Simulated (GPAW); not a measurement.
Computed results, one entry a study.

### MgS (F-43m): one start, several treatments of the self-energy

Symmetry: F-43m, No. 216, cubic system. Conventional cell: a = 5.666 Å, b = 5.666 Å, c = 5.666 Å, α = 90.00°, β = 90.00°, γ = 90.00°. Mg has 4 S at 2.45 Å nearest. Nearest to S lie 4 Mg at 2.45 Å. Farther neighbours and most contacts between anions are not listed.

```xyz
2
Lattice="0.0000 2.8331 2.8331 2.8331 0.0000 2.8331 2.8331 2.8331 0.0000" Properties=species:S:1:pos:R:3 pbc="T T T"
Mg    0.0000    0.0000    0.0000
S     4.2497    4.2497    4.2497
```

```
method                                  : DFT, LDA, plane waves, PAW (and 3 further levels or steps)
program                                 : GPAW 26.7.0
settings of one run                     : cutoff 450 eV, GPAW PAW setups 1.2.1 data release, 4×4×4 k-mesh, nbands 418
cost                                    : 6 runs, 6.4 min in all on 4 MPI ranks of Arm Neoverse V2, shared host (the runs of this entry)
notes                                   : The cell and positions are those that the Materials Project relaxed with its own functionals (PBE, PBE+U or r2SCAN), kept fixed. This is not the form that MgS usually takes at ambient conditions. Bands and cutoff are finite, so the gap is not at the basis limit. The miss can reach some tenths of an eV and take either sign; the mesh is an error of its own. The 4×4×4 mesh is coarse for this cell, which bears on the long-range parts of exchange and screening.
G0W0, Godby-Needs plasmon pole          : 4.923 eV
one-shot HSE06                          : 4.480 eV
G0W0, extrapolated in the cutoff        : 5.013 eV
one-shot PBE0                           : 5.192 eV
G0W0, full frequency, Hilbert transform : 4.943 eV
known limits                            : not at the basis limit; coarse k mesh
```

One-shot HSE06: −0.443 eV against G0W0, Godby-Needs plasmon pole. G0W0, extrapolated in the cutoff: +0.090 eV against G0W0, Godby-Needs plasmon pole, at other bands or cutoff, so not like for like.

[Paths, hosts, dates, memory and timing lines, banners, echoed tables and standing remarks are left out of the program output.]

[Logs are printed without paths, hosts, clocks, repeated set-up lines and the standing remarks that a program may print on its own settings, such as how far it seeks lower states.]

[Runs of the session that timed out or met a known fault of the program may be left out.]

[Hosts, paths, dates, database ids (printed as entryN), source tags and the programs' standing remarks are cut or masked in the printed files.]
